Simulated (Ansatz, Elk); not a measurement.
# How far do independent atoms describe AgS2?

The structure of AgS2 used here is made up (a known structure type with other elements) and was relaxed beforehand with PBE. The aim is the Fourier transform of its all-electron density, F(hkl), set beside the sum over free spherical atoms that refinements use.

Program: Elk 11.2.3 (patched build). Level of theory: DFT, PBE, all-electron APW+lo, Dirac cores, scalar-relativistic bands, static density, no spin. Results are calculated unless marked as measured.

The structure was built from a prototype and need not be the compound's stable phase.

**1. The structure**

Symmetry: Pnnm, No. 58, orthorhombic system. The conventional cell has a = 4.979 Å, b = 6.277 Å, c = 3.969 Å, α = 90.00°, β = 90.00°, γ = 90.00°. Nearest to Ag lie 6 S at 2.67 Å. Nearest to S lie 1 S at 2.02 Å and 3 Ag at 2.67 Å. Farther neighbours and most contacts between anions are not listed.

**2. Ground state and structure factors**

An all-electron density is needed, since X-rays see the cores too. Task 0 finds the density and task 195 Fourier-transforms it; tshift is off so that phases refer to the origin typed.

File elk.in:

```
tasks
  0
  195

xctype
  20

spinpol
  .false.

rgkmax
  7.0

gmaxvr
  14.0

lmaxo
  7

lmaxapw
  8

swidth
  0.002

tshift
  .false.

ramdisk
  .false.

hmaxvr
  5.5

maxscl
  120

epspot
  1e-06

sppath
  './'

avec
  9.40871964746 0.00000000000 0.00000000000
  0.00000000000 11.86103662422 0.00000000000
  0.00000000000 0.00000000000 7.49946145960

atoms
  2
  'Ag.in'
  2
  0.0000000000 0.0000000000 0.0000000000   0.000000 0.000000 0.000000
  0.5000000000 0.5000000000 0.5000000000   0.000000 0.000000 0.000000
  'S.in'
  4
  0.6635676446 0.0957119604 0.5000000000   0.000000 0.000000 0.000000
  0.8364323554 0.5957119604 0.0000000000   0.000000 0.000000 0.000000
  0.1635676446 0.4042880396 0.0000000000   0.000000 0.000000 0.000000
  0.3364323554 0.9042880396 0.5000000000   0.000000 0.000000 0.000000

ngridk
  5 4 6
```

Run with:

```bash
$ OMP_NUM_THREADS=4 elk
```

Numbers of over 12 decimals in the logs are rounded to 6 here.

Log:

```text
┌─────────────────────────┐
│ Elk code version 11.2.3 │
└─────────────────────────┘

All units are atomic (Hartree, Bohr, etc.)

┌─────────────────────────────────────────────────┐
│ Ground-state run starting from atomic densities │
└─────────────────────────────────────────────────┘

Lattice vectors :
   9.408719647       0.000000000       0.000000000
   0.000000000       11.86103662       0.000000000
   0.000000000       0.000000000       7.499461460

Reciprocal lattice vectors :
  0.6678044987       0.000000000       0.000000000
   0.000000000      0.5297332355       0.000000000
   0.000000000       0.000000000      0.8378182008

Unit cell volume      :    836.9186629
Brillouin zone volume :   0.2963850903

Muffin-tin inner radius fraction :   0.1000000000E-01

Nuclei treated as point charges

Species : 1 (Ag)
 parameters loaded from : Ag.in
 name : silver
 nuclear charge    :   -47.00000000
 electronic charge :    47.00000000
 atomic mass :    196631.6998
 muffin-tin radius :    2.600000000
 number of radial points in muffin-tin :   1193
 inner part over the whole radius :   0.9869554211E-02
 number on inner part of muffin-tin    :    849
 approximate nuclear radius :   0.8648227117E-04
 number of mesh points to nuclear radius :    425
 atomic positions (lattice), magnetic fields (Cartesian) :
  1 :   0.00000000  0.00000000  0.00000000    0.00000000  0.00000000  0.00000000
  2 :   0.50000000  0.50000000  0.50000000    0.00000000  0.00000000  0.00000000

Species : 2 (S)
 parameters loaded from : S.in
 name : sulphur
 nuclear charge    :   -16.00000000
 electronic charge :    16.00000000
 atomic mass :    58450.91931
 muffin-tin radius :    1.887375801
 number of radial points in muffin-tin :    793
 inner part over the whole radius :   0.9970096683E-02
 number on inner part of muffin-tin    :    552
 approximate nuclear radius :   0.6195814986E-04
 number of mesh points to nuclear radius :    253
 atomic positions (lattice), magnetic fields (Cartesian) :
  1 :  -0.33643236  0.09571196  0.50000000    0.00000000  0.00000000  0.00000000
  2 :  -0.16356764 -0.40428804  0.00000000    0.00000000  0.00000000  0.00000000
  3 :   0.16356764  0.40428804  0.00000000    0.00000000  0.00000000  0.00000000
  4 :   0.33643236 -0.09571196  0.50000000    0.00000000  0.00000000  0.00000000

Total number of atoms per unit cell :    6
Total muffin-tin volume :    259.8924213
 ratio of muffin-tin to unit cell volume :   0.3105348618

Spin treatment :
 spin-unpolarised

Number of Bravais lattice symmetries :    8
Number of crystal symmetries         :    8
Crystal has inversion symmetry
Real symmetric eigensolver will be used

k-point grid :      5     4     6
k-point offset :    0.000000000       0.000000000       0.000000000
k-point set is reduced with full crystal symmetry group
Total number of k-points :       36

Muffin-tin radius times maximum |G+k| :    7.000000000
 using average radius
Maximum |G+k| for APW functions       :    3.294246006
Maximum (1/2)|G+k|²                   :    5.426028373
Maximum |G| for potential and density :    14.00000000
Constant for pseudocharge density :    9
 order of it for each species :   16  16
 order of it for pair densities of each species (exact exchange by exxq0 0: 17) :   15   6
Radial integration step length :    1

G-vector grid sizes :     42    54    35
Number of G-vectors :    38813

Maximum angular momentum used for
 APW functions            :    8
 outer part of muffin-tin :    7
 inner part of muffin-tin :    2

Total nuclear charge    :   -158.0000000
Total core charge       :    96.00000000
Total valence charge    :    62.00000000
Total excess charge     :    0.000000000
Total electronic charge :    158.0000000

Effective Wigner radius, rₛ :    1.081382122

Number of empty states         :     24
Total number of valence states :     56
Total number of core states    :     96

Third-order local-orbitals added for an l without core states : T
Total number of local-orbitals :     56

[...]
Madelung                    :     -14809.562726355
 xc potential                :     -511.07495327941
 exchange                    :     -393.31058958784
 correlation                 :     -7.548889
 electron entropic           :    -0.10061195107639E-02
 total energy                :     -12233.263426354

Density of states at Fermi energy :    76.76916578
 (states/Hartree/unit cell)

Estimated indirect band gap :   0.1407910978E-02
 from k-point 11 to k-point 24
Estimated direct band gap   :   0.7184280160E-02
 at k-point 13

Charges :
 core                        :    96.00000000
 valence                     :    62.00000000
 interstitial                :    12.70145064
 muffin-tins (core leakage)
  species : 1 (Ag)
[...]
species : 2 (S)
[...]
total in muffin-tins        :    145.2985494
 total calculated charge     :    157.9974488
 total charge                :    158.0000000
 error                       :   0.2551165870E-02

RMS change in Kohn-Sham potential (target) :   0.3738903199     (  0.1000000000E-05)
Absolute change in total energy (target)   :   0.4123610224     (  0.1000000000E-03)

[... loops 3 to 14 left out ...]

┌──────────────────┐
│ Loop number : 15 │
└──────────────────┘

Energies :
 Fermi                       :     0.182162
 sum of occupied eigenvalues :     -7265.5360792784
 electron kinetic            :      12730.118616802
 core electron kinetic       :      12284.432837048
 Coulomb                     :     -24560.049723624
 Coulomb potential           :     -19473.138142350
 nuclear-nuclear             :     -1307.2786506116
 electron-nuclear            :     -27057.620923904
 Hartree                     :      3804.8498508914
 Madelung                    :     -14823.480652449
 xc potential                :     -522.51655373101
 exchange                    :     -393.90528537338
 correlation                 :     -7.559494
 electron entropic           :    -0.91251457380853E-03
 total energy                :     -12231.396798784

Density of states at Fermi energy :    69.42191203
 (states/Hartree/unit cell)

Estimated indirect band gap :   0.1120708780E-02
 from k-point 11 to k-point 23
Estimated direct band gap   :   0.1302792117E-01
 at k-point 13

Charges :
 core                        :    96.00000000
 valence                     :    62.00000000
 interstitial                :    12.31632898
 muffin-tins (core leakage)
  species : 1 (Ag)
[...]
species : 2 (S)
[...]
total in muffin-tins        :    145.6836710
 total calculated charge     :    157.9974758
 total charge                :    158.0000000
 error                       :   0.2524208931E-02

RMS change in Kohn-Sham potential (target) :   0.1482418090E-06 (  0.1000000000E-05)
Absolute change in total energy (target)   :   0.5858559234E-04 (  0.1000000000E-03)

Convergence targets achieved

┌──────────────────┐
│ Loop number : 16 │
└──────────────────┘

Energies :
 Fermi                       :     0.182162
 sum of occupied eigenvalues :     -7265.5360671810
 electron kinetic            :      12730.118631093
 core electron kinetic       :      12284.432848430
 Coulomb                     :     -24560.049723929
 Coulomb potential           :     -19473.138145825
 nuclear-nuclear             :     -1307.2786506116
 electron-nuclear            :     -27057.620920379
 Hartree                     :      3804.8498470616
 Madelung                    :     -14823.480651016
 xc potential                :     -522.51655244920
 exchange                    :     -393.90528520233
 correlation                 :     -7.559494
 electron entropic           :    -0.91251463718032E-03
 total energy                :     -12231.396784655

Density of states at Fermi energy :    69.42192274
 (states/Hartree/unit cell)

Estimated indirect band gap :   0.1120705430E-02
 from k-point 11 to k-point 23
Estimated direct band gap   :   0.1302792730E-01
 at k-point 13

Charges :
 core                        :    96.00000000
 valence                     :    62.00000000
 interstitial                :    12.31632876
 muffin-tins (core leakage)
  species : 1 (Ag)
[...]
species : 2 (S)
[...]
atom 2                    :    13.47461691     (  0.5559887046E-03)
   atom 3                    :    13.47461691     (  0.5559887046E-03)
   atom 4                    :    13.47461691     (  0.5559887046E-03)
 total in muffin-tins        :    145.6836712
 total calculated charge     :    157.9974758
 total charge                :    158.0000000
 error                       :   0.2524209580E-02

┌──────────────────────────────┐
│ Self-consistent loop stopped │
└──────────────────────────────┘

Warning : core states of species 2 leak from the muffin-tin :   0.5559887046E-03

Wrote STATE.OUT
```

Run time: 57 s. Hardware: 4 threads of Arm Neoverse V1, shared host; peak memory 0.21 GiB; 2.8 min of CPU time.

SFACRHO.OUT:

```text

h k l indices transformed by vhmat matrix:
   1.000000000       0.000000000       0.000000000    
   0.000000000       1.000000000       0.000000000    
   0.000000000       0.000000000       1.000000000    

      h      k      l  multipl.   |H|            Re(F)            Im(F)           |F|

      0      0      0      1   0.0000000       158.00000     -0.41242442E-16   158.00000    
      0      1      0      2  0.52973324      0.14518225E-14  0.79850235E-14  0.81159342E-14
     -1      0      0      2  0.66780450      0.21777337E-14 -0.15970047E-13  0.16117845E-13
      0      0     -1      2  0.83781820       0.0000000     -0.81301363E-14  0.81301363E-14
     -1      1      0      2  0.85239671       61.928256     -0.10888668E-13   61.928256    
      1      1      0      2  0.85239671       61.928256     -0.15970047E-13   61.928256    
      0     -1     -1      4  0.99123995       40.327562      0.94368459E-14   40.327562    
      0     -2      0      2   1.0594665       98.786215      0.10162757E-13   98.786215    
      1      0      1      4   1.0714020       106.20486     -0.10162757E-13   106.20486    
     -1     -1      1      4   1.1952069      -22.681826      0.43554674E-14   22.681826    
      1     -1     -1      4   1.1952069       22.681826     -0.21777337E-14   22.681826    
     -1      2      0      2   1.2523706      -36.843764     -0.78035457E-14   36.843764    
      1      2      0      2   1.2523706       36.843764      0.15970047E-13   36.843764    
     -2      0      0      2   1.3356090       54.883308      0.11614580E-13   54.883308    
      0      2     -1      4   1.3507067     -0.11614580E-13  0.14518225E-14  0.11704967E-13
     -2      1      0      2   1.4368259       21.805894     -0.72591123E-14   21.805894    
     -2     -1      0      2   1.4368259      -21.805894     -0.14518225E-13   21.805894    
      1     -2      1      4   1.5067752       80.383169     -0.21414381E-13   80.383169
```

Elk indexes on the primitive cell of elk.in and gives |H| = 4π sin θ/λ in inverse bohr. Below, one row stands for each form hkl of the conventional cell (m members, Friedel mates merged), F is for one primitive cell and the density is static (no thermal factor). Free-atom factors are Waasmaier and Kirfel's, and R is Σm||F|−|F'||/Σm|F|.

| hkl | m | sin θ/λ (Å⁻¹) | abs F, DFT | neutral atoms | diff. |
| --- | --- | --- | --- | --- | --- |
| 010 | 2 | 0.080 | 0.000 | 0.000 | +0.000 |
| 100 | 2 | 0.100 | 0.000 | 0.000 | +0.000 |
| 001 | 2 | 0.126 | 0.000 | 0.000 | +0.000 |
| 110 | 4 | 0.128 | 61.928 | 62.212 | -0.284 |
| 011 | 4 | 0.149 | 40.328 | 40.831 | -0.503 |
| 020 | 2 | 0.159 | 98.786 | 98.897 | -0.111 |
| 101 | 4 | 0.161 | 106.205 | 106.285 | -0.080 |
| 111 | 8 | 0.180 | 22.682 | 22.621 | +0.061 |
| 120 | 4 | 0.188 | 36.844 | 36.519 | +0.325 |
| 200 | 2 | 0.201 | 54.883 | 55.546 | -0.662 |
| 021 | 4 | 0.203 | 0.000 | 0.000 | +0.000 |
| 210 | 4 | 0.216 | 21.806 | 21.417 | +0.389 |
| 121 | 8 | 0.227 | 80.383 | 80.888 | -0.505 |
| 201 | 4 | 0.237 | 0.000 | 0.000 | +0.000 |
| 030 | 2 | 0.239 | 0.000 | 0.000 | +0.000 |
| 211 | 8 | 0.250 | 85.427 | 85.616 | -0.189 |
| 002 | 2 | 0.252 | 109.192 | 109.699 | -0.507 |
| 220 | 4 | 0.256 | 62.568 | 63.075 | -0.508 |

**3. The highest occupied states alone**

An energy window below the Fermi level keeps the highest occupied states, to see at which angles they scatter; shallow core shells can lie inside it and anion s states outside. No new self-consistency is needed.

Edit elk.in of step 2 so:

```diff
@@ -1,3 +1,2 @@
 tasks
-  0
   195
@@ -40,2 +39,5 @@
 
+wsfac
+  -0.369080 0.482160
+
 sppath
```

Run with:

```bash
$ OMP_NUM_THREADS=4 elk
```

Log:

```text
┌─────────────────────────────────┐
│ Elk code version 11.2.3 started │
└─────────────────────────────────┘

Info(readinput): the functional depends on the density's gradient
 muffin-tin radial points multiplied by    2.00000
 (not where nrmtscf is given)

┌────────────────────┐
│ Current task : 195 │
└────────────────────┘
Info(checkmt): changed muffin-tin radius of species 2 (S) from   2.2000 to   1.8874

Info(sfacrho): density structure factors written to SFACRHO.OUT

 Energy window :  -0.3690800000      0.4821600000

┌──────────────────┐
│ Elk code stopped │
└──────────────────┘
```

Wall time 16 s (4 threads); peak memory 0.16 GiB.

States within 15 eV below the Fermi level hold 42.05 electrons; any levels below the window count with the cores. Their amplitudes can exceed the total, where window and core parts have opposite phase:

| hkl | sin θ/λ (Å⁻¹) | abs F, window | abs F, all |
| --- | --- | --- | --- |
| 010 | 0.080 | 0.000 | 0.000 |
| 100 | 0.100 | 0.000 | 0.000 |
| 001 | 0.126 | 0.000 | 0.000 |
| 110 | 0.128 | 11.184 | 61.928 |
| 011 | 0.149 | 6.021 | 40.328 |
| 020 | 0.159 | 15.419 | 98.786 |
| 101 | 0.161 | 16.744 | 106.205 |
| 111 | 0.180 | 3.768 | 22.682 |
| 120 | 0.188 | 5.803 | 36.844 |
| 200 | 0.201 | 6.140 | 54.883 |

**4. Another functional**

The difference from free atoms is small, so it is set against the change that LDA (Perdew-Wang) makes.

Edit elk.in of step 3 so:

```diff
@@ -1,2 +1,3 @@
 tasks
+  0
   195
@@ -4,3 +5,3 @@
 xctype
-  20
+  3
 
@@ -39,5 +40,2 @@
 
-wsfac
-  -0.369080 0.482160
-
 sppath
```

Run with:

```bash
$ OMP_NUM_THREADS=4 elk
```

Log:

```text
┌─────────────────────────┐
│ Elk code version 11.2.3 │
└─────────────────────────┘

All units are atomic (Hartree, Bohr, etc.)

┌─────────────────────────────────────────────────┐
│ Ground-state run starting from atomic densities │
└─────────────────────────────────────────────────┘

Lattice vectors :
   9.408719647       0.000000000       0.000000000
   0.000000000       11.86103662       0.000000000
   0.000000000       0.000000000       7.499461460

Reciprocal lattice vectors :
  0.6678044987       0.000000000       0.000000000
[...]
muffin-tins (core leakage)
  species : 1 (Ag)
[...]
species : 2 (S)
[...]
atom 3                    :    13.45868113     (  0.5572871593E-03)
   atom 4                    :    13.45868113     (  0.5572871593E-03)
 total in muffin-tins        :    145.6462082
 total calculated charge     :    157.9974830
 total charge                :    158.0000000
 error                       :   0.2516993366E-02

┌──────────────────────────────┐
│ Self-consistent loop stopped │
└──────────────────────────────┘

Warning : core states of species 2 leak from the muffin-tin :   0.5572871593E-03

Wrote STATE.OUT
[key lines of the parts left out:]
total energy                :     -12216.899377801
```

It took 38 s on 4 threads; peak memory 0.17 GiB.

Against the first run R = 0.05 %; the largest change is -0.069 at 130.

**5. Basis size**

A smaller basis shows how fast F responds to it; the change is likely larger than the basis error of the first run, but doesn't show convergence.

Edit elk.in of step 4 so:

```diff
@@ -5,3 +5,3 @@
 xctype
-  3
+  20
 
@@ -11,3 +11,3 @@
 rgkmax
-  7.0
+  5.5
```

Run with:

```bash
$ OMP_NUM_THREADS=4 elk
```

Log:

```text
┌─────────────────────────┐
│ Elk code version 11.2.3 │
└─────────────────────────┘

All units are atomic (Hartree, Bohr, etc.)

┌─────────────────────────────────────────────────┐
│ Ground-state run starting from atomic densities │
└─────────────────────────────────────────────────┘

Lattice vectors :
   9.408719647       0.000000000       0.000000000
   0.000000000       11.86103662       0.000000000
   0.000000000       0.000000000       7.499461460

Reciprocal lattice vectors :
  0.6678044987       0.000000000       0.000000000
[...]
muffin-tins (core leakage)
  species : 1 (Ag)
[...]
species : 2 (S)
[...]
atom 3                    :    13.43057750     (  0.5523735375E-03)
   atom 4                    :    13.43057750     (  0.5523735375E-03)
 total in muffin-tins        :    145.4576924
 total calculated charge     :    157.9974580
 total charge                :    158.0000000
 error                       :   0.2542006348E-02

┌──────────────────────────────┐
│ Self-consistent loop stopped │
└──────────────────────────────┘

Warning : core states of species 2 leak from the muffin-tin :   0.5523735375E-03

Wrote STATE.OUT
[key lines of the parts left out:]
total energy                :     -12231.289230606
```

Run time: 38 s. Hardware: 4 threads; peak memory 0.19 GiB; 1.7 min of CPU time.

Against the first run R = 0.06 %; the largest change is -0.083 at 002.

**6. Settings against the effect**

| run | R against the first run (%) | R against neutral atoms, low angle (%) | wall time |
| --- | --- | --- | --- |
| PBE, rgkmax 7 | 0.00 | 0.42 | 57 s |
| LDA (Perdew-Wang) | 0.05 | 0.45 | 38 s |
| rgkmax 5.5 | 0.06 | 0.42 | 38 s |

**7. What came out**

```json
{
 "R against neutral atoms, sin θ/λ < 0.3 Å⁻¹": "0.42 %",
 "R against neutral atoms, 0.3 to 0.58 Å⁻¹": "0.30 %"
}
```

What this shows: Independent neutral atoms miss the calculated amplitudes by R = 0.42 % below 0.3 Å⁻¹ and 0.30 % from there to 0.58 Å⁻¹; by shells, 0.77 % below 0.15 Å⁻¹ (2 forms), 0.39 % 0.15 to 0.3 (16 forms), 0.35 % 0.3 to 0.45 (39 forms), 0.27 % above 0.45 (65 forms). Bonding, aspherical density and the tables' own atoms all enter these figures, and the runs don't part them. The largest change of an amplitude is -0.66 electrons, at 200. The window's part falls from 42.1 electrons at the origin to at most 0.66 between 0.45 and 0.58 Å⁻¹. Below 0.3 Å⁻¹ the changes that finished (LDA (Perdew-Wang) and rgkmax 5.5) move F by R = 0.07 % at most, against the 0.42 % that separates it from free atoms. The k-mesh has no finished test. These runs have no spin, though d or f shells may be open. Part of the difference isn't bonding: the tables are fits to free atoms and ions calculated by other methods than this functional. Thermal motion, anomalous dispersion and extinction are left out.

[Logs are printed without paths, hosts, clocks, repeated set-up lines and the standing remarks that a program may print on its own settings, such as how far it seeks lower states.]

[Hosts, paths, dates, database ids (printed as entryN), source tags and the programs' standing remarks are cut or masked in the printed files.]
